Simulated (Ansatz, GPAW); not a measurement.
# 2H-MoOSe monolayer in an electric field

Wanted: the out-of-plane polarisability of 2H-MoOSe monolayer.

Program: GPAW 26.7.0 and Ansatz 0.2.0. Level of theory: Ansatz plane waves; layer without images along its normal, relaxation of atoms and in-plane cell, in the first sound run; inputs show where later runs differ. Results are calculated unless marked as measured.

## (1) Starting point

The cell holds 3 atoms: 1 Se, 1 Mo and 1 O. Its edges and angles: a = 3.074 Å, b = 3.074 Å, c = 20.966 Å, α = 90.0°, β = 90.0°, γ = 120.0°. Vacuum lies along c.

## (2) Relaxing the atoms

Forces are removed first; all later runs use this geometry.

File input.yaml:

```yaml
crystal:
  lattice:
    - [3.073852, 0.0, 0.0]
    - [-1.536926, 2.6620339195, 0.0]
    - [0.0, 0.0, 20.9660770072]
  atoms:
    - { symbol: Se, position: [0.3333333333, 0.6666666667, 0.4292648547] }
    - { symbol: Mo, position: [0.0, 0.0, 0.5202846257] }
    - { symbol: O, position: [0.3333333333, 0.6666666667, 0.5707351453] }
  periodic: [true, true, false]
kpoints:
  mp_grid: { grid: [12, 12, 1] }
hamiltonian:
  xc: pbe
scf:
  occupations: { method: fermi_dirac, width: 0.05 }
relax:
  f_tol: 0.01
  max_steps: 90
  cell: {}
```

Run with:

```
$ ansatz run input.yaml --threads 4 --pin off --max-ram 8192MiB --backend cpu --events-out ev --progress --plain --runs-dir out
```

Numbers of over 12 decimals in the logs are rounded to 6 here.

What it wrote:

```text
Warning: crystal.periodic: the lattice vector that does not repeat stood 0.000° off the slab's normal, 20.966 Å along it as the deck builds it. The run solves the slab on a vector along the normal, 29.732 Å long, with every atom where it was (on the deck's vector they left 18.00 Å outside them, and the widest stretch free of ions among them is 1.91 Å). A fractional position that the run reports is one of the run's ce [...]
crystal.periodic: the lattice vector that does not repeat stood 0.000° off the slab's normal, 20.966 Å along it as the deck builds it. The run solves the slab on a vector along the normal, 29.732 Å long, with every atom where it was (on the deck's vector they left 18.00 Å outside them, and the widest stretch free of ions among them is 1.91 Å). A fractional position that the run reports is one of the run's cell, which [...]
Engine: ansatz 0.2.0, x86_64-unknown-linux-gnu
Pseudopotentials: kind: paw
Pseudopotential: Se, paw, valence charge 16, recommended cutoff 420 eV (normal), Se.paw.azcp
Pseudopotential: Mo, paw, valence charge 14, recommended cutoff 420 eV (normal), Mo.paw.azcp
Pseudopotential: O, paw, valence charge 6, recommended cutoff 420 eV (normal), O.paw.azcp
Functional definition: PBE
  parameter kappa = 0.804
  parameter beta = 0.066725
  exchange = pbe_x(kappa = kappa, mu = beta*pi^2/3)
  correlation = pbe_c(beta = beta)
Crystal: 3 atoms, lattice volume = 243.289 Å³
Basis set: ecut = 420 eV, 4719 PW (Γ), exchange–correlation on 48×48×400 points (8 copies of the dense FFT grid, shifted against one another)
Bands: 22, of which v1, the nominal top of the filled ones, is band 18 counted from 1 (17 counted from 0)
Symmetry: 6 space group operations
Space group: P3m1 (ITA 156), of the structure as read, at distance tolerance 6.2e-5 Å
k-points: 19 of 144 (time reversal used)
Non-local potential: Se, projectors of the file, l = 0: 2, l = 1: 2, l = 2: 3, l = 3: 1
Non-local potential: Mo, projectors of the file, l = 0: 3, l = 1: 2, l = 2: 2, l = 3: 1
Non-local potential: O, projectors of the file, l = 0: 2, l = 1: 2, l = 2: 1
PAW form: soft (Blöchl's): semilocal exchange-correlation on the pseudo side does not see the compensation charge
PAW one-centre angular grid: Se, 590 points (default); XC on 64 Gauss nodes
PAW one-centre angular grid: Mo, 590 points (default); XC on 64 Gauss nodes
PAW one-centre angular grid: O, 110 points (default); XC on 64 Gauss nodes
Initial density: superposition of atomic densities (neutral atoms: chi_scale 0, normalization atom), corrected by the library's trained network
Initial wavefunctions: pseudopotential atomic-orbital guess
Functional: x = pbe(κ = 0.804, μ = 0.219515), c = pbe(β = 0.066725)
SCF iter   1: F=—  HF=-10993.274050 eV  |F-HF|=—  |Δ(HF+E_count)|=         —  Δρ=4.93e-3  dr2=6.23e-2  ethr=1.77e-3  ⟨swp⟩=13.7  Hψ=3278  notcnv=0
preconditioner: auto → Resta (q_TF=auto, 1.984 Å⁻¹)  ε∞=2.3  [insulator: Δε(μ)=0.528 eV  Ē_g=8.855 eV  σ=0.050 eV  W_gap=0.99  n_scr=18 (ndim 8)  ℏωp=10.1 eV  f_vac=0.786  D(μ)=0.01/eV (n_scr^D=0)  ε∞_Penn≈2.3  vacuum switching on, ρ_ref=5.7e-3 e/Å³]
SCF iter   2: F=—  HF=-10993.281136 eV  |F-HF|=—  |Δ(HF+E_count)|=   7.09e-3  Δρ=3.46e-3  dr2=1.76e-1  ethr=1.73e-4  ⟨swp⟩=3.8  Hψ=1147  notcnv=0
SCF iter   3: F=—  HF=-10993.274345 eV  |F-HF|=—  |Δ(HF+E_count)|=   6.79e-3  Δρ=2.68e-3  dr2=7.79e-2  ethr=1.73e-4  ⟨swp⟩=3.0  Hψ=705  notcnv=0
SCF iter   4: F=—  HF=-10993.270840 eV  |F-HF|=—  |Δ(HF+E_count)|=   3.50e-3  Δρ=1.59e-3  dr2=1.36e-2  ethr=1.73e-4  ⟨swp⟩=2.2  Hψ=691  notcnv=0
SCF iter   5: F=—  HF=-10993.269830 eV  |F-HF|=—  |Δ(HF+E_count)|=   1.01e-3  Δρ=5.28e-4  dr2=1.03e-3  ethr=3.77e-5  ⟨swp⟩=2.0  Hψ=569  notcnv=0
SCF iter   6: F=—  HF=-10993.269976 eV  |F-HF|=—  |Δ(HF+E_count)|=   1.45e-4  Δρ=1.77e-4  dr2=6.18e-5  ethr=2.86e-6  ⟨swp⟩=3.3  Hψ=802  notcnv=0
SCF iter   7: F=—  HF=-10993.269944 eV  |F-HF|=—  |Δ(HF+E_count)|=   3.17e-5  Δρ=3.49e-5  dr2=1.87e-6  ethr=1.72e-7  ⟨swp⟩=3.7  Hψ=853  notcnv=0
SCF iter   8: F=—  HF=-10993.269945 eV  |F-HF|=—  |Δ(HF+E_count)|=   1.26e-6  Δρ=1.65e-5  dr2=4.60e-7  ethr=5.20e-9  ⟨swp⟩=3.7  Hψ=1010  notcnv=0
SCF iter   9: F=-10993.269946 eV  HF=-10993.269946 eV  |F-HF|=5.44e-8  |Δ(HF+E_count)|=   8.65e-8  Δρ=4.41e-6  dr2=3.25e-8  ethr=2.78e-10  ⟨swp⟩=5.7  Hψ=2298  notcnv=0
SCF 1 converged in 9 iterations: F = -10993.269946 eV  dr2 = 3.25e-8
  greatest PAW one-centre occupation: 1.000 electrons in one spin orbital (limit 2), on the Se atom at site 0 (counted from 0), in its partial waves of l = 2
relax step   1: F+E_penalty+E_count = -10993.26994560 eV  Δ(F+E_penalty+E_count) = +0.000e0 eV  max|allowed force component| = 2.291e0 eV/Å  Δτ_max = 0.0000 Å  P = -1.340 N/m  Ω = 243.289 Å³  fix = [c, alpha, beta]  reactions: c -0.000 N/m  (9 SCF iters, dr2 threshold 1.00e-7 eV, accepted)
Crystal: 3 atoms, lattice volume = 242.198 Å³
Basis set: ecut = 420 eV, 4695 PW (Γ), exchange–correlation on 48×48×400 points (8 copies of the dense FFT grid, shifted against one another)
Initial density: handed on by an earlier stage of this run
Initial wavefunctions: those handed on with the density
iter 1 solved again at ethr=1.96e-4 eV; its pass at ethr=3.10e-3 eV (dr2=7.06e-2 eV) is discarded
SCF iter   1: F=—  HF=-10993.255444 eV  |F-HF|=—  |Δ(HF+E_count)|=         —  Δρ=6.61e-3  dr2=6.92e-2  ethr=1.96e-4  ⟨swp⟩=2.9  Hψ=3504  notcnv=0
preconditioner: auto → Resta (q_TF=auto, 1.986 Å⁻¹)  ε∞=2.2  [insulator: Δε(μ)=0.682 eV  Ē_g=9.265 eV  σ=0.050 eV  W_gap=1.00  n_scr=18 (ndim 8)  ℏωp=10.1 eV  f_vac=0.796  D(μ)=0.00/eV (n_scr^D=0)  ε∞_Penn≈2.2  vacuum switching on, ρ_ref=6.2e-3 e/Å³]
SCF iter   2: F=—  HF=-10993.253735 eV  |F-HF|=—  |Δ(HF+E_count)|=   1.71e-3  Δρ=3.84e-3  dr2=5.38e-2  ethr=1.92e-4  ⟨swp⟩=3.3  Hψ=750  notcnv=0
SCF iter   3: F=—  HF=-10993.256308 eV  |F-HF|=—  |Δ(HF+E_count)|=   2.57e-3  Δρ=2.74e-3  dr2=7.43e-2  ethr=1.49e-4  ⟨swp⟩=3.4  Hψ=766  notcnv=0
SCF iter   4: F=—  HF=-10993.250140 eV  |F-HF|=—  |Δ(HF+E_count)|=   6.17e-3  Δρ=7.89e-4  dr2=1.91e-3  ethr=1.49e-4  ⟨swp⟩=2.4  Hψ=724  notcnv=0
SCF iter   5: F=—  HF=-10993.250129 eV  |F-HF|=—  |Δ(HF+E_count)|=   1.11e-5  Δρ=3.61e-4  dr2=1.84e-4  ethr=5.32e-6  ⟨swp⟩=3.4  Hψ=840  notcnv=0
SCF iter   6: F=—  HF=-10993.250069 eV  |F-HF|=—  |Δ(HF+E_count)|=   6.05e-5  Δρ=7.41e-5  dr2=1.57e-5  ethr=5.11e-7  ⟨swp⟩=3.1  Hψ=873  notcnv=0
SCF iter   7: F=—  HF=-10993.250063 eV  |F-HF|=—  |Δ(HF+E_count)|=   5.05e-6  Δρ=3.80e-5  dr2=2.95e-6  ethr=4.36e-8  ⟨swp⟩=3.8  Hψ=991  notcnv=0
[...]
iter 1 solved again at ethr=1.14e-4 eV; its pass at ethr=3.10e-3 eV (dr2=4.12e-2 eV) is discarded
SCF iter   1: F=—  HF=-10993.416436 eV  |F-HF|=—  |Δ(HF+E_count)|=         —  Δρ=4.80e-3  dr2=3.72e-2  ethr=1.14e-4  ⟨swp⟩=3.2  Hψ=3402  notcnv=0
preconditioner: auto → Resta (q_TF=auto, 1.988 Å⁻¹)  ε∞=2.3  [insulator: Δε(μ)=0.933 eV  Ē_g=8.967 eV  σ=0.050 eV  W_gap=1.00  n_scr=18 (ndim 8)  ℏωp=10.2 eV  f_vac=0.787  D(μ)=0.00/eV (n_scr^D=0)  ε∞_Penn≈2.3  vacuum switching on, ρ_ref=5.8e-3 e/Å³]
SCF iter   2: F=—  HF=-10993.410869 eV  |F-HF|=—  |Δ(HF+E_count)|=   5.57e-3  Δρ=2.58e-3  dr2=2.04e-2  ethr=1.03e-4  ⟨swp⟩=3.2  Hψ=784  notcnv=0
SCF iter   3: F=—  HF=-10993.414103 eV  |F-HF|=—  |Δ(HF+E_count)|=   3.23e-3  Δρ=2.28e-3  dr2=5.89e-2  ethr=5.67e-5  ⟨swp⟩=3.4  Hψ=886  notcnv=0  recentre
SCF iter   4: F=—  HF=-10993.409328 eV  |F-HF|=—  |Δ(HF+E_count)|=   4.78e-3  Δρ=8.02e-4  dr2=2.39e-3  ethr=5.67e-5  ⟨swp⟩=2.8  Hψ=689  notcnv=0
SCF iter   5: F=—  HF=-10993.409130 eV  |F-HF|=—  |Δ(HF+E_count)|=   1.98e-4  Δρ=3.22e-4  dr2=2.15e-4  ethr=6.64e-6  ⟨swp⟩=2.6  Hψ=751  notcnv=0
SCF iter   6: F=—  HF=-10993.409134 eV  |F-HF|=—  |Δ(HF+E_count)|=   4.43e-6  Δρ=8.47e-5  dr2=1.33e-5  ethr=5.97e-7  ⟨swp⟩=3.2  Hψ=880  notcnv=0
SCF iter   7: F=—  HF=-10993.409149 eV  |F-HF|=—  |Δ(HF+E_count)|=   1.45e-5  Δρ=2.98e-5  dr2=1.93e-6  ethr=3.70e-8  ⟨swp⟩=3.6  Hψ=941  notcnv=0
SCF iter   8: F=—  HF=-10993.409105 eV  |F-HF|=—  |Δ(HF+E_count)|=   4.38e-5  Δρ=1.22e-5  dr2=3.44e-7  ethr=5.37e-9  ⟨swp⟩=3.5  Hψ=929  notcnv=0
SCF iter   9: F=—  HF=-10993.409105 eV  |F-HF|=—  |Δ(HF+E_count)|=  9.13e-10  Δρ=2.25e-6  dr2=1.53e-8  ethr=9.55e-10  ⟨swp⟩=3.0  Hψ=887  notcnv=0
SCF iter  10: F=—  HF=-10993.409105 eV  |F-HF|=—  |Δ(HF+E_count)|=   3.69e-8  Δρ=3.96e-7  dr2=3.78e-10  ethr=4.24e-11  ⟨swp⟩=3.8  Hψ=882  notcnv=0
SCF iter  11: F=—  HF=-10993.409105 eV  |F-HF|=—  |Δ(HF+E_count)|=   3.17e-9  Δρ=2.21e-7  dr2=5.45e-10  ethr=1.05e-12  ⟨swp⟩=3.9  Hψ=1037  notcnv=0
SCF iter  12: F=—  HF=-10993.409105 eV  |F-HF|=—  |Δ(HF+E_count)|=  2.18e-11  Δρ=2.66e-7  dr2=4.70e-10  ethr=1.05e-12  ⟨swp⟩=2.9  Hψ=670  notcnv=0
SCF iter  13: F=—  HF=-10993.409105 eV  |F-HF|=—  |Δ(HF+E_count)|=  2.55e-11  Δρ=1.11e-7  dr2=9.43e-11  ethr=1.05e-12  ⟨swp⟩=1.9  Hψ=470  notcnv=0
SCF iter  14: F=-10993.409105 eV  HF=-10993.409105 eV  |F-HF|=1.29e-10  |Δ(HF+E_count)|=  6.00e-11  Δρ=1.50e-8  dr2=1.51e-12  ethr=1.00e-12  ⟨swp⟩=8.7  Hψ=2749  notcnv=0
SCF 3 converged in 14 iterations: F = -10993.409105 eV  dr2 = 1.51e-12
relax step   3: F+E_penalty+E_count = -10993.40910502 eV  Δ(F+E_penalty+E_count) = -1.392e-1 eV  max|allowed force component| = 4.664e-1 eV/Å  Δτ_max = 0.0581 Å  P = -0.115 N/m  Ω = 240.850 Å³  energy of the carried Pulay correction = +7.955e-4 eV  fix = [c, alpha, beta]  reactions: c -0.000 N/m  (14 SCF iters, accepted)
[...]
relax step   4: F+E_penalty+E_count = -10993.41751653 eV  Δ(F+E_penalty+E_count) = -8.412e-3 eV  max|allowed force component| = 7.014e-2 eV/Å  Δτ_max = 0.0265 Å  P = +0.262 N/m  Ω = 241.889 Å³  energy of the carried Pulay correction = +4.557e-4 eV  fix = [c, alpha, beta]  reactions: c +0.000 N/m  (7 SCF iters, dr2 threshold 3.00e-7 eV, accepted)
[...]
relax step   5: F+E_penalty+E_count = -10993.41759731 eV  Δ(F+E_penalty+E_count) = -8.079e-5 eV  max|allowed force component| = 2.941e-3 eV/Å  Δτ_max = 0.0020 Å  P = -0.008 N/m  Ω = 242.295 Å³  energy of the carried Pulay correction = +3.231e-4 eV  fix = [c, alpha, beta]  reactions: c -0.000 N/m  (6 SCF iters, dr2 threshold 3.00e-7 eV, accepted)
Initial wavefunctions: pseudopotential atomic-orbital guess (no wavefunctions were taken with the density)
iter 1 solved again at ethr=7.05e-8 eV; its pass at ethr=3.10e-3 eV (dr2=2.54e-5 eV) is discarded
SCF iter   1: F=—  HF=-10993.417327 eV  |F-HF|=—  |Δ(HF+E_count)|=         —  Δρ=9.87e-6  dr2=4.33e-8  ethr=7.05e-8  ⟨swp⟩=7.5  Hψ=5561  notcnv=0
preconditioner: auto → Resta (q_TF=auto, 1.986 Å⁻¹)  ε∞=2.3  [insulator: Δε(μ)=0.790 eV  Ē_g=8.983 eV  σ=0.050 eV  W_gap=1.00  n_scr=18 (ndim 8)  ℏωp=10.1 eV  f_vac=0.789  D(μ)=0.00/eV (n_scr^D=0)  ε∞_Penn≈2.3  vacuum switching on, ρ_ref=5.9e-3 e/Å³]
SCF iter   2: F=—  HF=-10993.417290 eV  |F-HF|=—  |Δ(HF+E_count)|=   3.72e-5  Δρ=5.38e-6  dr2=4.04e-8  ethr=1.20e-10  ⟨swp⟩=4.5  Hψ=1191  notcnv=0
SCF iter   3: F=—  HF=-10993.417290 eV  |F-HF|=—  |Δ(HF+E_count)|=   3.20e-8  Δρ=3.77e-6  dr2=1.45e-7  ethr=1.12e-10  ⟨swp⟩=3.2  Hψ=634  notcnv=0  recentre
SCF iter   4: F=—  HF=-10993.417290 eV  |F-HF|=—  |Δ(HF+E_count)|=   2.68e-9  Δρ=6.14e-7  dr2=1.99e-9  ethr=1.12e-10  ⟨swp⟩=2.7  Hψ=574  notcnv=0
SCF iter   5: F=—  HF=-10993.417290 eV  |F-HF|=—  |Δ(HF+E_count)|=  3.24e-10  Δρ=4.36e-7  dr2=4.80e-10  ethr=5.52e-12  ⟨swp⟩=3.3  Hψ=774  notcnv=0
SCF iter   6: F=—  HF=-10993.417290 eV  |F-HF|=—  |Δ(HF+E_count)|=  2.18e-11  Δρ=1.72e-7  dr2=5.01e-11  ethr=1.33e-12  ⟨swp⟩=3.0  Hψ=635  notcnv=0
SCF iter   7: F=-10993.417290 eV  HF=-10993.417290 eV  |F-HF|=2.36e-11  |Δ(HF+E_count)|=  1.29e-10  Δρ=3.17e-8  dr2=2.02e-12  ethr=1.00e-12  ⟨swp⟩=10.6  Hψ=2689  notcnv=0
SCF 6 converged in 7 iterations: F = -10993.417290 eV  dr2 = 2.02e-12
relax step   6: F+E_penalty+E_count = -10993.41729007 eV  Δ(F+E_penalty+E_count) = +3.072e-4 eV  max|allowed force component| = 2.997e-3 eV/Å  Δτ_max = 0.0000 Å  P = -0.014 N/m  Ω = 242.295 Å³  fix = [c, alpha, beta]  reactions: c -0.000 N/m  stress off target by 1.42e-2 N/m on what of the cell is left free  SCF on the basis re-selected at this cell (its energy is not comparable with the rows above)  (7 SCF iters)
basis re-selected at this cell: Δ(F+E_penalty+E_count) = +3.072e-4 eV, ΔP = -0.007 N/m vs the last step (what re-selecting the basis moved, of the pressure what is left beyond the Pulay correction that the steps carried, after the strain that the cell walked since its last selection, with what the two solves' SCF thresholds leave and, on support functions, any second-order correction that the steps lacked; it is no m [...]
SCF converged after 7 iterations
Free energy (F): -10993.417290 eV
Harris-Foulkes:  -10993.417290 eV  (|F-HF|=2.36e-11)
Internal energy: -10993.417279 eV  (E = F + TS)
E sigma→0 (E₀):  -10993.417285 eV
Entropy (-TS):   -0.000011 eV (-0.004 meV/atom)
Fermi energy:    -4.889262 eV
--- Per-component energies (eV) ---
  E_band       = -1134.741506
  E_kinetic    = 733.371975
  E_local      = -90344.769590  (includes V_loc(G=0)·N_el)
  E_nonlocal   = -405.840602
  E_hartree    = 44631.553775
  E_xc         = -361.560776
  E_vxc        = -421.441922  (∫ρ·V_xc dr)
  E_paw        = -5269.509491  (= ΣΔE_a)
  E_vpaw       = 40.829213  (= ΣTr[D̂ρ^β])
  E_aug_tail   = 0.001833  (compensation charges beyond the density's cutoff)
  E_ewald      = 40023.335595
  E_smearing   = -0.000011  (= −TS)
  E_closure    = 0.000000  (closes the sum)
  Σ components = -10993.417290   (vs F -10993.417290, Δ=0.00e0)
--- Forces (eV/Å), atoms counted from 1 ---
  atom   1  Se    -0.00000000    -0.00000000     0.00233639
  atom   2  Mo     0.00000000    -0.00000000    -0.00299676
  atom   3  O      0.00000000    -0.00000000     0.00066082
  max |Σ_I F_I| component: 4.54e-7 eV/Å
--- 2D stress c σ (N/m, compression-positive) ---
       -0.014233      -0.000000      -0.000000
       -0.000000      -0.014233       0.000000
       -0.000000       0.000000      -0.000000
  P = ½ c Tr σ = -0.0142 N/m
--- Relaxed structure (5 steps of the walk, 4 accepted, 1 SCFs on fresh bases) ---
  F+E_penalty+E_count = -10993.41729007 eV   max|allowed force component| = 2.997e-3 eV/Å   (the final SCF, on the basis selected at the relaxed cell)
  cell:  # Å, volume = 242.2955 Å³
    - [3.067568, 0, 0]
    - [-1.533784, 2.656592, 0]
    - [0, 0, 29.732154]
  atoms:
    - { symbol: Se, position: [0.333333, 0.666667, 0.305206] }
    - { symbol: Mo, position: [2.422873177896227e-17, 4.845746356115571e-17, 0.364744] }
    - { symbol: O, position: [0.333333, 0.666667, 0.402102] }
```

Run time: 13 s. Hardware: 4 threads of Intel Xeon Platinum 8488C (Sapphire Rapids), shared host; peak memory 0.6 GiB; 48 s of CPU time.

This run has no spin polarisation, although Mo can carry a moment.

Relaxation path:

```
step  energy less that of the first step (eV)  largest force component (eV/Å)  volume (Å³)
   1                                   0.0000                          2.2906       243.29
   2                                   0.0199                          2.6592       242.20
   3                                  -0.1392                          0.4664       240.85
   4                                  -0.1476                          0.0701       241.89
   5                                  -0.1477                          0.0029       242.30
  6*                                  -0.1473                          0.0030       242.30
```

Relaxation steps marked * repeat the geometry before them on a plane-wave basis chosen anew for their cell, so energy and pressure can jump there. Relaxation step 2 was tried and not accepted.

Forces are held to the 6 operations that the run works with; a distortion that breaks them can't arise in this run.

```
cell as run  before  after  change
      a (Å)   3.074  3.068  -0.2 %
      b (Å)   3.074  3.068  -0.2 %
```

The atoms that moved most (Å, along periodic axes as changes of fractional coordinates times the final cell, across vacuum about the mean position):

```
atom     dx     dy      dz  length
 Se1  0.000  0.000   0.074   0.074
 Mo2  0.000  0.000  -0.064   0.064
  O3  0.000  0.000  -0.011   0.011
```

The relaxed structure:

```
Se Mo O
1.0
     3.06757    0.00000    0.00000
    -1.53378    2.65659    0.00000
     0.00000    0.00000   29.73215
Se Mo O
1 1 1
Direct
  0.33333 0.66667 0.30521
  0.00000 0.00000 0.36474
  0.33333 0.66667 0.40210
```

Numbers from this step:

- free energy: -10993.4173 eV
- gap by band count: 0.7897 eV
- symmetry operations: 6

The relaxation lowered the energy of the cell by 0.147 eV.

(Part 1 of 3 ends here.)

[Logs are printed without paths, hosts, clocks, repeated set-up lines and the standing remarks that a program may print on its own settings, such as how far it seeks lower states.]

[Hosts, paths, dates, database ids (printed as entryN), source tags and the programs' standing remarks are cut or masked in the printed files.]
